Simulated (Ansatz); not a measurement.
# Ca2C (model cell, started as cuprite): from the cell to its phonons

How does Ca2C (model cell, started as cuprite) vibrate, and is this structure a minimum?

Main program and level: Ansatz 0.2.0; DFT PBEsol, scalar-relativistic, plane waves, PAW.

Report form: the programs' logs are mostly left out.

The structure was built from a prototype and need not be the compound's stable phase.

## (1) Starting point

It takes space group Pn-3m (No. 224, cubic). Conventional cell: a = 5.081 Å, b = 5.081 Å, c = 5.081 Å, α = 90.00°, β = 90.00°, γ = 90.00°. Nearest to C lie 4 Ca at 2.20 Å. Nearest to Ca lie 2 C at 2.20 Å. Farther neighbours are not listed.

## (2) Coarse relaxation

The start is far from rest, so a relaxation with loose tolerances brings it close first.

Contents of input.yaml:

```yaml
crystal:
  lattice:
    - [5.08068, 0.0, 0.0]
    - [0.0, 5.08068, 0.0]
    - [0.0, 0.0, 5.08068]
  atoms:
    - { symbol: C, position: [0.0, 0.0, 0.0] }
    - { symbol: C, position: [0.5, 0.5, 0.5] }
    - { symbol: Ca, position: [0.25, 0.25, 0.25] }
    - { symbol: Ca, position: [0.75, 0.75, 0.25] }
    - { symbol: Ca, position: [0.75, 0.25, 0.75] }
    - { symbol: Ca, position: [0.25, 0.75, 0.75] }
kpoints:
  mp_grid: { grid: [4, 4, 4] }
hamiltonian:
  xc: pbesol
scf:
  occupations: { method: gaussian, width: 0.1 }
output:
  forces: true
  stress: true
  eigenvalues: true
relax:
  adjacent_minimum: "off"
  f_tol: 0.05
  max_steps: 80
  cell: { stress_tol: 0.5 }
```

Started as:

```bash
ansatz run input.yaml --threads 8 --pin off --max-ram 14336MiB --backend cpu --events-out ev --progress --plain --runs-dir out
```

It took 2.5 s on 8 threads of Arm Neoverse V1, shared host; peak memory 0.53 GiB.

Relaxation path:

```
step  energy less that of the first step (eV)  largest force component (eV/Å)  pressure (GPa)  volume (Å³)
   1                                   0.0000                          0.0000           13.72       131.15
   2                                  -1.0466                          0.0000            4.01       151.28
   3                                  -1.1916                          0.0000            0.81       161.50
   4                                  -1.1982                          0.0000            0.07       164.32
  5*                                  -1.2375                          0.0000            0.35       164.32
```

Relaxation steps marked * repeat the geometry before them on a plane-wave basis chosen anew for their cell, so energy and pressure can jump there.

Forces are held to the 48 operations that the run works with; a distortion that breaks them can't arise in this run.

```
conventional cell, symmetrised  before  after   change
                         a (Å)   5.081  5.477   +7.8 %
                         b (Å)   5.081  5.477   +7.8 %
                         c (Å)   5.081  5.477   +7.8 %
              volume (Å³/atom)   21.86  27.39  +25.3 %
```

Final coordinates:

```xyz
6
Lattice="5.4773 0.0000 0.0000 0.0000 5.4773 0.0000 0.0000 0.0000 5.4773" Properties=species:S:1:pos:R:3 pbc="T T T"
C     0.0000    0.0000    0.0000
C     2.7386    2.7386    2.7386
Ca    1.3693    1.3693    1.3693
Ca    4.1079    4.1079    1.3693
Ca    4.1079    1.3693    4.1079
Ca    1.3693    4.1079    4.1079
```

This step gave:

| Quantity | Value |
| --- | --- |
| pressure | 0.3516 GPa |
| volume per atom | 27.39 Å³ |
| gap on the k-mesh | 0 eV |

In this step the volume went from 21.86 to 27.39 Å³/atom.

## (3) Bringing the structure to rest

The cell and atoms are relaxed, since residual forces and stress would shift the frequencies.

Edit input.yaml of step 2 so:

```diff
@@ -2,5 +2,5 @@
   lattice:
-    - [5.08068, 0.0, 0.0]
-    - [0.0, 5.08068, 0.0]
-    - [0.0, 0.0, 5.08068]
+    - [5.4772500757, 0.0, 0.0]
+    - [0.0, 5.4772500757, 0.0]
+    - [0.0, 0.0, 5.4772500757]
   atoms:
@@ -13,3 +13,3 @@
 kpoints:
-  mp_grid: { grid: [4, 4, 4] }
+  mp_grid: { grid: [6, 6, 6] }
 hamiltonian:
@@ -24,4 +24,4 @@
   adjacent_minimum: "off"
-  f_tol: 0.05
+  f_tol: 0.005
   max_steps: 80
-  cell: { stress_tol: 0.5 }
+  cell: { stress_tol: 0.05 }
```

It took 3.7 s on 8 threads; peak memory 0.59 GiB.

Step by step:

```
step  energy less that of the first step (eV)  largest force component (eV/Å)  pressure (GPa)  volume (Å³)
   1                                   0.0000                          0.0000            0.32       164.32
   2                                  -0.0005                          0.0000           -0.11       166.12
   3                                  -0.0008                          0.0000            0.00       165.66
  4*                                  -0.0014                          0.0000            0.00       165.66
```

Relaxation steps marked * repeat the geometry before them on a plane-wave basis chosen anew for their cell, so energy and pressure can jump there.

The run keeps the 48 symmetry operations that it works with, so distortions that break them were not tested.

```
conventional cell, symmetrised  before  after  change
                         a (Å)   5.477  5.492  +0.3 %
                         b (Å)   5.477  5.492  +0.3 %
                         c (Å)   5.477  5.492  +0.3 %
              volume (Å³/atom)   27.39  27.61  +0.8 %
```

Final coordinates:

```xyz
6
Lattice="5.4922 0.0000 0.0000 0.0000 5.4922 0.0000 0.0000 0.0000 5.4922" Properties=species:S:1:pos:R:3 pbc="T T T"
C     0.0000    0.0000    0.0000
C     2.7461    2.7461    2.7461
Ca    1.3730    1.3730    1.3730
Ca    4.1191    4.1191    1.3730
Ca    4.1191    1.3730    4.1191
Ca    1.3730    4.1191    4.1191
```

Numbers from this step:

```
pressure        : 0.003785 GPa
volume per atom : 27.61 Å³
```

In this step the volume went from 27.39 to 27.61 Å³/atom.

## (4) Tight relaxation

Phonons need a cell at rest on their own settings, so the relaxation is repeated with tight tolerances on forces and stress on the k mesh and occupations of the first response run.

Edit input.yaml of step 3 so:

```diff
@@ -2,5 +2,5 @@
   lattice:
-    - [5.4772500757, 0.0, 0.0]
-    - [0.0, 5.4772500757, 0.0]
-    - [0.0, 0.0, 5.4772500757]
+    - [5.4921644401, 0.0, 0.0]
+    - [0.0, 5.4921644401, 0.0]
+    - [0.0, 0.0, 5.4921644401]
   atoms:
@@ -17,3 +17,3 @@
 scf:
-  occupations: { method: gaussian, width: 0.1 }
+  occupations: { method: methfessel_paxton, width: 0.15 }
 output:
@@ -24,4 +24,4 @@
   adjacent_minimum: "off"
-  f_tol: 0.005
-  max_steps: 80
-  cell: { stress_tol: 0.05 }
+  f_tol: 0.001
+  max_steps: 60
+  cell: { stress_tol: 0.01 }
```

Elapsed: 2.1 s, on 8 threads; peak memory 0.59 GiB; 15 s of CPU time.

Little changed from the start: no atom moved by 0.005 Å and no cell edge by 0.1 %.

This step gave:

```yaml
pressure: 0.001832 GPa
```

The forces vanish by symmetry and the pressure is 0.002 GPa, within the tolerances set. The cell now holds 27.61 Å³/atom.

## (5) Linear response at the zone centre

The zone centre is the only wavevector solved here; it holds the modes that light can see, as far as symmetry allows. No field response is asked, since the mesh shows no gap.

Edit input.yaml of step 4 so:

```diff
@@ -19,9 +19,4 @@
 output:
-  forces: true
-  stress: true
   eigenvalues: true
-relax:
-  adjacent_minimum: "off"
-  f_tol: 0.001
-  max_steps: 60
-  cell: { stress_tol: 0.01 }
+phonons:
+  method: dfpt
```

The job ended after 16 s (8 threads; peak memory 1.5 GiB).

This step gave:

- sum-rule residual before enforcement: 6.70e-6 eV/Å²
- point group: m-3m
- highest optical mode at the zone centre (no LO-TO term): 399.7 cm⁻¹
- lowest optical zone-centre mode: -155.2 cm⁻¹

Patterns of degenerate modes are one choice out of their space. The modes at Γ (shares of kinetic energy by element, %) (negative means imaginary):

```
mode  frequency (cm⁻¹)  symmetry  C %  Ca %
   1            -155.2       T1u   30    70
   2            -155.2       T1u   30    70
   3            -155.2       T1u   30    70
   4               0.0  acoustic   13    87
   5               0.0  acoustic   13    87
   6               0.0  acoustic   13    87
   7             108.8       T2u    0   100
   8             108.8       T2u    0   100
   9             108.8       T2u    0   100
  10             172.9        Eu    0   100
  11             172.9        Eu    0   100
  12             257.0       A2u    0   100
  13             388.4       T2g  100     0
  14             388.4       T2g  100     0
  15             388.4       T2g  100     0
  16             399.7       T1u   57    43
  17             399.7       T1u   57    43
  18             399.7       T1u   57    43
```

Displacements in mode 1 (-155.2 cm⁻¹), the largest set to 1:
```
C1  -0.04  1.00  0.32
C2  -0.04  1.00  0.32
Ca3  0.54 -0.04  0.34
Ca4  0.28 -0.29 -0.44
Ca5 -0.27 -0.26 -0.47
Ca6 -0.53 -0.01  0.37
```

Displacements in mode 16 (399.7 cm⁻¹), the largest set to 1:
```
C1   0.00  0.28  1.00
C2   0.00  0.28  1.00
Ca3 -0.27 -0.25 -0.21
Ca4  0.15  0.17 -0.09
Ca5 -0.15  0.17 -0.09
Ca6  0.27 -0.25 -0.21
```

Before it was imposed, the acoustic sum rule was missed by 6.7e-6 eV/Å². Small misses are needed for a sound result but don't prove that mesh and cutoff are converged. The lowest optical mode is imaginary, 155.2i cm⁻¹, so the energy falls along it.

## (6) Outcome

```
space group after relaxation (within 0.01 Å)            : Pn-3m
volume per atom                                         : 27.6 Å³
electronic character                                    : no gap on this mesh
highest optical mode at the zone centre (no LO-TO term) : 400 cm⁻¹
lowest optical zone-centre mode                         : -155 cm⁻¹
imaginary modes at Γ (the only wavevector solved)       : yes
```

In words: A zone-centre mode is imaginary (155.2i cm⁻¹), so this structure is not a minimum of the energy. The optical modes at Γ span -155 to 400 cm⁻¹ (negative means imaginary). The dispersion is not part of this account. With no gap, or one that is small against the smearing, the frequencies hang on the k mesh and the smearing, most of all near Kohn anomalies. The starting cell was built on a prototype and not taken from a measurement, so the phase need not exist. These are harmonic frequencies at zero temperature: anharmonic shifts, linewidths and thermal expansion are left out.

[Logs are printed without paths, hosts, clocks, repeated set-up lines and the standing remarks that a program may print on its own settings, such as how far it seeks lower states.]

[Hosts, paths, dates, database ids (printed as entryN), source tags and the programs' standing remarks are cut or masked in the printed files.]
